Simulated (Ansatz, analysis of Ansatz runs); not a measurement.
## Li2MnO3 (C2/m): a line between two Mn sites for an added electron

Aim: the energy barrier that a trapped electron meets when it moves from one Mn atom to another one nearby in Li2MnO3 (C2/m). The model is a cell of 96 host atoms.

Main program and level: Ansatz 0.2.0; plane-wave PAW DFT, PBEsol+U; relaxation of all atoms of a supercell at fixed charge in a uniform background; PAW set soft_1.

## 1. The structure

The cell holds 96 atoms: 32 Li, 16 Mn and 48 O. Its edges and angles: a = 11.765 Å, b = 10.274 Å, c = 11.765 Å, α = 127.4°, β = 87.1°, γ = 126.5°. It derives from Li2MnO3 (space group C2/m). Nearest the centre at fractional (0.291, 0.375, 0.666): O81 at 1.38 Å, O51 at 1.39 Å, Li4 at 1.42 Å, Mn35 at 1.43 Å, O69 at 2.32 Å, O57 at 2.32 Å, Mn44 at 2.46 Å, Mn41 at 2.46 Å.

Hubbard terms: Mn d 5.0 eV. They were chosen, not fitted, to curb self-interaction in the shells named, the trial site's among them. The two sites are Mn41 and Mn44. The cell's shortest repeat is 9.9 Å. The host's moments were started ferromagnetic, high spin; both sites carry the same spin direction.

## 2. The cell without the carrier

The neutral cell is relaxed first, from small random displacements, so that bond lengths and moments with the carrier can be set beside those of a relaxed cell without it.

Contents of neutral.relax/input.yaml:

```yaml
crystal:
  lattice:
    - [-6.59624424, 8.52410662, 4.71522428]
    - [3.26296298, -8.52410662, 4.71677349]
    - [6.59624424, 8.52410662, -4.71522428]
  atoms:
    - { symbol: Li, position: [0.0, 0.25, 0.25] }
    - { symbol: Li, position: [0.0, 0.75, 0.75] }
    - { symbol: Li, position: [0.25, 0.0, 0.25] }
    - { symbol: Li, position: [0.25, 0.5, 0.75] }
    - { symbol: Li, position: [0.5, 0.25, 0.75] }
[... 3 atom lines left out ...]
    - { symbol: Li, position: [0.0, 0.0, 0.5] }
[... 3 atom lines left out ...]
    - { symbol: Li, position: [0.5, 0.0, 0.0] }
    - { symbol: Li, position: [0.5, 0.5, 0.5] }
[... 1 atom line left out ...]
    - { symbol: Li, position: [0.75, 0.75, 0.0] }
    - { symbol: Li, position: [0.080618, 0.25, 0.830618] }
    - { symbol: Li, position: [0.080618, 0.75, 0.330618] }
[... 3 atom lines left out ...]
    - { symbol: Li, position: [0.580618, 0.75, 0.830618] }
    - { symbol: Li, position: [0.830618, 0.0, 0.330618] }
[... 1 atom line left out ...]
    - { symbol: Li, position: [0.169382, 0.0, 0.669382] }
[... 2 atom lines left out ...]
    - { symbol: Li, position: [0.419382, 0.75, 0.669382] }
    - { symbol: Li, position: [0.669382, 0.0, 0.169382] }
    - { symbol: Li, position: [0.669382, 0.5, 0.669382] }
    - { symbol: Li, position: [0.919382, 0.25, 0.669382] }
    - { symbol: Li, position: [0.919382, 0.75, 0.169382] }
[... 1 atom line left out ...]
    - { symbol: Mn, position: [0.08355, 0.5, 0.58355], spin: 3.0 }
    - { symbol: Mn, position: [0.33355, 0.25, 0.58355], spin: 3.0 }
    - { symbol: Mn, position: [0.33355, 0.75, 0.08355], spin: 3.0 }
[... 4 atom lines left out ...]
    - { symbol: Mn, position: [0.16645, 0.25, 0.41645], spin: 3.0 }
    - { symbol: Mn, position: [0.16645, 0.75, 0.91645], spin: 3.0 }
    - { symbol: Mn, position: [0.41645, 0.0, 0.41645], spin: 3.0 }
    - { symbol: Mn, position: [0.41645, 0.5, 0.91645], spin: 3.0 }
[... 6 atom lines left out ...]
    - { symbol: O, position: [0.363951, 0.473895, 0.609944] }
[... 2 atom lines left out ...]
    - { symbol: O, position: [0.613951, 0.723895, 0.109944] }
[... 1 atom line left out ...]
    - { symbol: O, position: [0.863951, 0.973895, 0.609944] }
    - { symbol: O, position: [0.136049, 0.026105, 0.390056] }
    - { symbol: O, position: [0.136049, 0.526105, 0.890056] }
    - { symbol: O, position: [0.386049, 0.276105, 0.890056] }
[... 1 atom line left out ...]
    - { symbol: O, position: [0.636049, 0.026105, 0.890056] }
[... 5 atom lines left out ...]
    - { symbol: O, position: [0.273176, 0.239273, 0.287788] }
    - { symbol: O, position: [0.273176, 0.739273, 0.787788] }
    - { symbol: O, position: [0.523176, 0.489273, 0.787788] }
[... 3 atom lines left out ...]
    - { symbol: O, position: [0.048515, 0.260727, 0.533903] }
[... 1 atom line left out ...]
    - { symbol: O, position: [0.298515, 0.010727, 0.533903] }
    - { symbol: O, position: [0.298515, 0.510727, 0.033903] }
[... 2 atom lines left out ...]
    - { symbol: O, position: [0.798515, 0.010727, 0.033903] }
[... 1 atom line left out ...]
    - { symbol: O, position: [0.226824, 0.260727, 0.712212] }
[... 4 atom lines left out ...]
    - { symbol: O, position: [0.726824, 0.760727, 0.712212] }
    - { symbol: O, position: [0.976824, 0.010727, 0.212212] }
[... 1 atom line left out ...]
    - { symbol: O, position: [0.201485, 0.489273, 0.466097] }
[... 1 atom line left out ...]
    - { symbol: O, position: [0.451485, 0.239273, 0.466097] }
    - { symbol: O, position: [0.451485, 0.739273, 0.966097] }
[... 3 atom lines left out ...]
    - { symbol: O, position: [0.951485, 0.739273, 0.466097] }
basis:
  ecutwfc: 420
  xc_grid: 2
hamiltonian:
  xc: pbesol
  hubbard:
    sites: [{ species: Mn, l: d, u_eff: 5.0 }]
    projectors: ortho-atomic
  pseudopotentials: { kind: paw, azcp: { folder: soft_1 }, xc_functional: pbe }
kpoints:
  mp_grid: { grid: [1, 1, 1] }
magnetization:
  spin_polarized: true
  initial_magnetization: 48
  spin_locking: { lock_magnetization: hard }
scf:
  occupations: { method: fermi_dirac, width: 0.01 }
  max_iter: 120
  lower_state_search: "off"
output:
  forces: true
relax:
  f_tol: 0.02
  max_steps: 70
  random_displacement: { amplitude: 0.04, seed: 8349 }
checkpoint:
  write: "../neutral.relax.run"
  compress: false
  write_wavefunctions: true
  write_every: 100000
```

Started as:

```
> ansatz run input.yaml --threads 32 --pin off --max-ram 84787MiB --backend cuda --events-out ev --progress --plain --runs-dir out --max-vram 78GiB
```

Numbers of over 12 decimals in the logs are rounded to 6 here.

Output:

```text
[... repeated set-up lines and file paths are left out, and long positions are rounded to six places ...]
Engine: ansatz 0.2.0, aarch64-unknown-linux-gnu
Pseudopotentials: kind: paw
Pseudopotential: Li, paw, valence charge 3, recommended cutoff 420 eV (normal), soft_1/Li.paw.azcp
Pseudopotential: Mn, paw, valence charge 15, recommended cutoff 420 eV (normal), soft_1/Mn.paw.azcp
Pseudopotential: O, paw, valence charge 6, recommended cutoff 420 eV (normal), soft_1/O.paw.azcp
Functional definition: PBEsol
  exchange = pbesol_x
  correlation = pbesol_c
[...]
Crystal: 96 atoms, lattice volume = 792.718 Å³
Basis set: ecut = 420 eV, 15497 PW (Γ), exchange–correlation on 160×144×160 points (8 copies of the dense FFT grid, shifted against one another)
Bands: 432, of which v1, the nominal top of the filled ones, is band 312 counted from 1 (311 counted from 0)
Symmetry: 1 space group operations
k-points: 1
Non-local potential: Li, projectors of the file, l = 0: 3, l = 1: 2, l = 2: 1
Non-local potential: Mn, projectors of the file, l = 0: 3, l = 1: 2, l = 2: 3, l = 3: 1
Non-local potential: O, projectors of the file, l = 0: 2, l = 1: 2, l = 2: 1
PAW form: soft (Blöchl's): semilocal exchange-correlation on the pseudo side does not see the compensation charge
PAW frozen core: Mn, regenerated for the run's functional, and the local potential with it (the file was generated under x = pbe(κ = 0.804, μ = 0.219515), c = pbe(β = 0.066725))
[...]
E_band       = -7826.337840
  E_kinetic    = 13701.026609
  E_local      = -63595.103172  (includes V_loc(G=0)·N_el)
  E_nonlocal   = 9073.386538
  E_hartree    = 24024.028822
  E_xc         = -5453.485103
  E_vxc        = -7005.622008  (∫ρ·V_xc dr)
  E_hubbard    = 48.747552  (on-site DFT+U / exact-exchange correction)
  E_vhub       = -105.136365  (the Hubbard potential's part of the band-sum identity)
  E_paw        = -28889.829110  (= ΣΔE_a)
  E_vpaw       = -7942.983619  (= ΣTr[D̂ρ^β])
  E_aug_tail   = 0.046599  (compensation charges beyond the density's cutoff)
  E_ewald      = -44250.784558
  E_core_change = 4.408229  (= ΣΔE_core)
  E_smearing   = -0.000000  (= −TS)
  E_closure    = 0.000000  (closes the sum)
  Σ components = -95337.557595   (vs F -95337.557595, Δ=0.00e0)
--- Forces (eV/Å), atoms counted from 1 ---
  atom   1  Li     0.00025578     0.00090059     0.00029145
  atom   2  Li     0.00022856    -0.00011076    -0.00025455
  [... 1 atom left out ...]
  atom   4  Li     0.00103797    -0.00026659     0.00035380
  [... 2 atoms left out ...]
  [... 90 more lines of this table ...]
  max |Σ_I F_I| component: 3.08e-5 eV/Å
--- Band table (eV) ---
  k-point 0 ↑: bands = ["-73.7102", "-73.7084", "-73.7081", "-73.7054", "-73.7054", "-73.7052", "-73.7052", "-73.7051", "-73.7007", [... rest cut ...]
  k-point 0 ↓: bands = ["-70.1520", "-70.1501", "-70.1498", "-70.1466", "-70.1466", "-70.1465", "-70.1464", "-70.1463", "-70.1412", [... rest cut ...]
Occupation matrices written to <dir>
--- Relaxed structure (4 steps of the walk, 4 accepted, 0 SCFs on fresh bases) ---
  F+E_penalty+E_count = -95337.55759475 eV   max|allowed force component| = 2.466e-3 eV/Å
  atoms:
    - { symbol: Li, position: [0.000148, 0.250495, 0.250427] }
    - { symbol: Li, position: [0.000184, 0.750515, 0.750439] }
    [... 1 atom left out ...]
    - { symbol: Li, position: [0.250141, 0.500450, 0.750415] }
    [... 2 atoms left out ...]
  [... 90 more lines of this table ...]
[key lines of the parts left out:]
SCF converged after 9 iterations
Magnetization: 48.0000 μB (336.0000 up, 288.0000 down)
Free energy (F): -95337.557595 eV
Fermi energy:    8.354466 (↑ 8.354466, ↓ 8.970393) eV
```

It took 4.7 s on 1 × NVIDIA GB200 with 32 threads of Arm Neoverse V2, shared host; peak memory 1.7 GiB.

The largest displacement from an ideal site is 0.007 Å.

## 3. The electron on the first site

The nearest neighbour or neighbours of the site start displaced and the site's starting moment is changed by the carrier's spin, since a carrier doesn't trap itself in the undistorted lattice.

Contents of A.relax/input.yaml:

```yaml
crystal:
  lattice:
    - [-6.59624424, 8.52410662, 4.71522428]
    - [3.26296298, -8.52410662, 4.71677349]
    - [6.59624424, 8.52410662, -4.71522428]
  atoms:
    - { symbol: Li, position: [0.000148, 0.250495, 0.250427] }
    - { symbol: Li, position: [0.000184, 0.750515, 0.750439] }
    - { symbol: Li, position: [0.250194, 0.000543, 0.250448] }
    - { symbol: Li, position: [0.250141, 0.50045, 0.750415] }
    - { symbol: Li, position: [0.500167, 0.250513, 0.750447] }
[... 3 atom lines left out ...]
    - { symbol: Li, position: [0.000171, 0.00049, 0.50044] }
[... 3 atom lines left out ...]
    - { symbol: Li, position: [0.500122, 0.000432, 0.000382] }
    - { symbol: Li, position: [0.500218, 0.500581, 0.500506] }
[... 1 atom line left out ...]
    - { symbol: Li, position: [0.750174, 0.750541, 0.000456] }
    - { symbol: Li, position: [0.08074, 0.250535, 0.831049] }
    - { symbol: Li, position: [0.080803, 0.750544, 0.330994] }
[... 3 atom lines left out ...]
    - { symbol: Li, position: [0.58072, 0.750519, 0.831056] }
    - { symbol: Li, position: [0.830723, 0.000506, 0.331036] }
[... 1 atom line left out ...]
    - { symbol: Li, position: [0.169587, 0.000485, 0.669826] }
[... 2 atom lines left out ...]
    - { symbol: Li, position: [0.419594, 0.750493, 0.669843] }
    - { symbol: Li, position: [0.669565, 0.000527, 0.169904] }
    - { symbol: Li, position: [0.669628, 0.500531, 0.669886] }
    - { symbol: Li, position: [0.919599, 0.250516, 0.669863] }
    - { symbol: Li, position: [0.919606, 0.750545, 0.169897] }
[... 1 atom line left out ...]
    - { symbol: Mn, position: [0.083678, 0.500509, 0.583947], spin: 3.0 }
    - { symbol: Mn, position: [0.333701, 0.250535, 0.583958], spin: 3.0 }
    - { symbol: Mn, position: [0.33368, 0.750526, 0.083954], spin: 3.0 }
[... 4 atom lines left out ...]
    - { symbol: Mn, position: [0.166667, 0.250508, 0.416937], spin: 4.0 }
    - { symbol: Mn, position: [0.166645, 0.750496, 0.91693], spin: 3.0 }
    - { symbol: Mn, position: [0.416705, 0.000543, 0.416956], spin: 3.0 }
    - { symbol: Mn, position: [0.416665, 0.500509, 0.916942], spin: 3.0 }
[... 6 atom lines left out ...]
    - { symbol: O, position: [0.376771, 0.48924, 0.623024] }
[... 2 atom lines left out ...]
    - { symbol: O, position: [0.61446, 0.725258, 0.110921] }
[... 1 atom line left out ...]
    - { symbol: O, position: [0.864447, 0.97527, 0.610916] }
    - { symbol: O, position: [0.134027, 0.011808, 0.388335] }
    - { symbol: O, position: [0.135882, 0.525764, 0.889985] }
    - { symbol: O, position: [0.385905, 0.275778, 0.889992] }
[... 1 atom line left out ...]
    - { symbol: O, position: [0.63589, 0.02576, 0.889982] }
[... 5 atom lines left out ...]
    - { symbol: O, position: [0.280871, 0.239654, 0.280404] }
    - { symbol: O, position: [0.274101, 0.740286, 0.788492] }
    - { symbol: O, position: [0.524139, 0.490315, 0.78852] }
[... 3 atom lines left out ...]
    - { symbol: O, position: [0.040959, 0.261346, 0.54199] }
[... 1 atom line left out ...]
    - { symbol: O, position: [0.29848, 0.010755, 0.53462] }
    - { symbol: O, position: [0.298437, 0.510749, 0.034626] }
[... 2 atom lines left out ...]
    - { symbol: O, position: [0.798446, 0.01075, 0.034623] }
[... 1 atom line left out ...]
    - { symbol: O, position: [0.226231, 0.260723, 0.7124] }
[... 4 atom lines left out ...]
    - { symbol: O, position: [0.726245, 0.760753, 0.712411] }
    - { symbol: O, position: [0.964263, -0.004352, 0.199546] }
[... 1 atom line left out ...]
    - { symbol: O, position: [0.204139, 0.505383, 0.469399] }
[... 1 atom line left out ...]
    - { symbol: O, position: [0.451961, 0.240363, 0.466324] }
    - { symbol: O, position: [0.451894, 0.740289, 0.966281] }
[... 3 atom lines left out ...]
    - { symbol: O, position: [0.951922, 0.740327, 0.466297] }
total_charge: -1
basis:
  ecutwfc: 420
  xc_grid: 2
hamiltonian:
  xc: pbesol
  hubbard:
    sites: [{ species: Mn, l: d, u_eff: 5.0 }]
    projectors: ortho-atomic
  pseudopotentials: { kind: paw, azcp: { folder: soft_1 }, xc_functional: pbe }
kpoints:
  mp_grid: { grid: [1, 1, 1] }
magnetization:
  spin_polarized: true
  initial_magnetization: 49
  spin_locking: { lock_magnetization: hard }
scf:
  occupations: { method: fermi_dirac, width: 0.01 }
  max_iter: 120
  lower_state_search: "off"
output:
  forces: true
relax:
  f_tol: 0.015
  max_steps: 70
  escape_saddle: false
checkpoint:
  write: "../A.relax.run"
  compress: false
  write_wavefunctions: true
  write_every: 100000
```

Output:

```text
[...]
Crystal: 96 atoms, lattice volume = 792.718 Å³
Basis set: ecut = 420 eV, 15497 PW (Γ), exchange–correlation on 160×144×160 points (8 copies of the dense FFT grid, shifted against one another)
Bands: 433, of which v1, the nominal top of the filled ones, is band 313 counted from 1 (312 counted from 0)
Symmetry: 1 space group operations
[...]
k-points: 1
[...]
Starting moments: Σ|m| = 49 μB on 16 of 96 sites
[...]
SCF iter   1: F=—  HF=-95352.883250 eV  |Δ(HF+E_count)|=         —  Δρ=1.33e-1 (↑1.33e-1 ↓1.04e-1)  dr2=4.34e2  dr2_m=4.08e0  M=49.000 μB ∫|m|=55.040 μB  Hψ=2759
[...]
SCF iter   2: F=—  HF=-95319.892848 eV  |Δ(HF+E_count)|=    3.30e1  Δρ=5.94e-2 (↑3.91e-2 ↓5.94e-2)  dr2=4.96e1  dr2_m=4.31e0  M=49.000 μB ∫|m|=58.276 μB  Hψ=1803
[...]
SCF iter  18: F=-95328.104433 eV  HF=-95328.104436 eV  |Δ(HF+E_count)|=   4.72e-7  Δρ=1.69e-5 (↑1.69e-5 ↓9.22e-6)  dr2=4.08e-6  dr2_m=3.01e-7  M=49.000 μB ∫|m|=58.343 μB  Hψ=2013
SCF 1 converged in 18 iterations: F = -95328.104433 eV  dr2 = 4.08e-6
[...]
relax step   1: F+E_penalty+E_count = -95328.10443263 eV  Δ(F+E_penalty+E_count) = +0.000e0 eV  max|allowed force component| = 1.200e0 eV/Å  Δτ_max = 0.0000 Å  (18 SCF iters, dr2 threshold 5.63e-6 eV, accepted)
[...]
relax step   2: F+E_penalty+E_count = -95328.31023205 eV  Δ(F+E_penalty+E_count) = -2.058e-1 eV  max|allowed force component| = 7.074e-1 eV/Å  Δτ_max = 0.0581 Å  (7 SCF iters, dr2 threshold 9.00e-5 eV, accepted)
relax step   3: F+E_penalty+E_count = -95328.39155180 eV  Δ(F+E_penalty+E_count) = -8.132e-2 eV  max|allowed force component| = 1.736e-1 eV/Å  Δτ_max = 0.0747 Å  (7 SCF iters, dr2 threshold 3.13e-5 eV, accepted)
relax step   4: F+E_penalty+E_count = -95328.39707097 eV  Δ(F+E_penalty+E_count) = -5.519e-3 eV  max|allowed force component| = 3.431e-2 eV/Å  Δτ_max = 0.0099 Å  (7 SCF iters, dr2 threshold 1.88e-6 eV, accepted)
[...]
SCF iter   3: F=—  HF=-95328.394260 eV  |Δ(HF+E_count)|=   1.69e-5  Δρ=1.00e-4 (↑1.00e-4 ↓5.21e-5)  dr2=1.41e-4  dr2_m=1.64e-5  M=49.000 μB ∫|m|=58.143 μB  Hψ=1201
[...]
SCF iter   5: F=—  HF=-95328.398232 eV  |Δ(HF+E_count)|=   3.98e-3  Δρ=1.99e-5 (↑1.99e-5 ↓1.24e-5)  dr2=3.06e-6  dr2_m=9.67e-7  M=49.000 μB ∫|m|=58.140 μB  Hψ=1286
[...]
SCF iter   7: F=—  HF=-95328.398234 eV  |Δ(HF+E_count)|=   7.78e-8  Δρ=5.34e-6 (↑5.34e-6 ↓2.74e-6)  dr2=2.06e-7  dr2_m=7.19e-8  M=49.000 μB ∫|m|=58.139 μB  Hψ=1306
[...]
SCF iter   9: F=-95328.398234 eV  HF=-95328.398234 eV  |Δ(HF+E_count)|=   6.90e-9  Δρ=1.27e-6 (↑1.27e-6 ↓7.81e-7)  dr2=1.66e-8  dr2_m=3.60e-9  M=49.000 μB ∫|m|=58.138 μB  Hψ=2025
SCF 5 converged in 9 iterations: F = -95328.398234 eV  dr2 = 1.66e-8
relax step   5: F+E_penalty+E_count = -95328.39823360 eV  Δ(F+E_penalty+E_count) = -1.163e-3 eV  max|allowed force component| = 1.184e-2 eV/Å  Δτ_max = 0.0056 Å  (9 SCF iters, accepted)
[...]
NSCF: frozen V_eff on 1 k-points
[...]
SCF converged after 9 iterations
[...]
Magnetization: 49.0000 μB (337.0000 up, 288.0000 down)
Absolute magnetization: 58.3625 μB (∫|ρ↑−ρ↓|, with the PAW one-centre terms)
[...]
Per-site moments (μB) at R_I (Å): [(0.00429643, 0.847139), (0.00480792, 0.837141), (0.00444546, 0.836201), [... 6 left out ...]
Free energy (F): -95328.398234 eV
[...]
Internal energy: -95328.398234 eV  (E = F + TS)
E sigma→0 (E₀):  -95328.398234 eV
Fermi energy:    9.094478 (↑ 9.094478, ↓ 8.996142) eV
[...]
--- Forces (eV/Å), atoms counted from 1 ---
  atom   1  Li    -0.00005022    -0.00357994    -0.00000045
  atom   2  Li     0.00005191    -0.00114508    -0.00000410
  [... 1 atom left out ...]
  atom   4  Li    -0.00198475    -0.00134950     0.00277469
  [... 2 atoms left out ...]
  [... 90 more lines of this table ...]
  max |Σ_I F_I| component: 1.94e-6 eV/Å
--- Band table (eV) ---
[...]
Occupation matrices written to <dir>
--- Relaxed structure (5 steps of the walk, 5 accepted, 0 SCFs on fresh bases) ---
  F+E_penalty+E_count = -95328.39823360 eV   max|allowed force component| = 1.184e-2 eV/Å
  atoms:
    - { symbol: Li, position: [0.000410, 0.250470, 0.250680] }
    - { symbol: Li, position: [-1.3044269850515393e-5, 0.750519, 0.750252] }
    [... 1 atom left out ...]
    - { symbol: Li, position: [0.253238, 0.501185, 0.748457] }
    [... 2 atoms left out ...]
  [... 90 more lines of this table ...]
```

Wall time 5.5 s (1 × NVIDIA GB200 with 32 threads); peak memory 1.7 GiB; 25 s of CPU time.

Relaxation path:

```csv
step,energy less that of the first step (eV),largest force component (eV/Å)
1,0.0000,1.2002
2,-0.2058,0.7074
3,-0.2871,0.1736
4,-0.2926,0.0343
5,-0.2938,0.0118
```

The atoms that moved most (Å):

| atom | dx | dy | dz | length |
| --- | --- | --- | --- | --- |
| O67 | 0.091 | -0.017 | -0.081 | 0.122 |
| O73 | -0.090 | -0.017 | 0.081 | 0.122 |
| Li27 | 0.036 | -0.010 | -0.032 | 0.049 |
| Li31 | -0.036 | -0.010 | 0.032 | 0.049 |
| O69 | 0.009 | 0.046 | 0.000 | 0.047 |
| O75 | -0.009 | 0.046 | 0.000 | 0.046 |
| O64 | -0.035 | -0.029 | 0.003 | 0.045 |
| O50 | 0.035 | -0.029 | -0.004 | 0.045 |

The moves above count from the input, in which the site's nearest neighbours were already displaced; the distances below compare with the cell without the carrier.

Distances from Mn41 without and with the electron:

| atom | without (Å) | with (Å) |
| --- | --- | --- |
| O87 | 1.91 | 2.04 |
| O89 | 1.91 | 2.03 |
| O73 | 1.92 | 1.91 |
| O67 | 1.91 | 1.91 |
| O57 | 1.92 | 2.06 |
| O51 | 1.92 | 2.06 |

The largest changes of the moments are 0.55 μB on Mn41, 0.06 μB on O87 and 0.06 μB on O89. The largest part sits on the chosen site.

(Part 1 of 2 ends here.)

[Logs are printed without paths, hosts, clocks, repeated set-up lines and the standing remarks that a program may print on its own settings, such as how far it seeks lower states.]

[Hosts, paths, dates, database ids (printed as entryN), source tags and the programs' standing remarks are cut or masked in the printed files.]
